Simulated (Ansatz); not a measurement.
# Does disorder add resistance in series? Rh(111) layers displaced at 500 K

Two lengths of the disordered region are known. What area resistance does the third give?

Set-up. Ansatz 0.2.0, plane waves with PAW datasets at their recommended cutoffs (420 eV for most), Fermi-Dirac smearing; ballistic transmission by layer matching. The area resistance is RA = A (h/2e²)(1/T − 1/N), with T the zone-mean transmission per spin and N the lead's channels, both averaged over a few energies near the Fermi level; for magnets each spin is taken apart, with h/e², and the two conduct in parallel. Lateral cell 2x2, PBE, a fresh random draw for each length. Atoms are displaced independently, by 0.0561 Å r.m.s. per direction; each RA is scaled by the nominal over the drawn mean square displacement.

The runs, with one result withheld:

```tsv
length (Å)	channels N	RA (fΩ m²)
8.78	6.967	0.0737
17.6	7.000	0.140
26.3	7.000	?
```

**Estimate by hand.**

Ohm's law makes RA linear in the length: the slope is (0.140 − 0.0737)/(17.6 − 8.78) = 7.56×10⁻³ fΩ m² per Å, or 7.6 µΩ cm. Then 0.140 + 7.56×10⁻³ × 8.78. Predicted: 0.207 fΩ m².

**The withheld run.**

0.198 fΩ m², so the prediction is 4.3 % too high. The three lengths together give 7.1 µΩ cm. The two increments are 0.066 and 0.058 fΩ m², roughly as Ohm's law has it, though with one draw for each length that is a weak test.

**Limits.** The scatterers repeat sideways with the small cell. The slope is a raw one; a model of isotropic scattering puts it 1.08 times the bulk value over these lengths.

[Logs are printed without paths, hosts, clocks, repeated set-up lines and the standing remarks that a program may print on its own settings, such as how far it seeks lower states.]
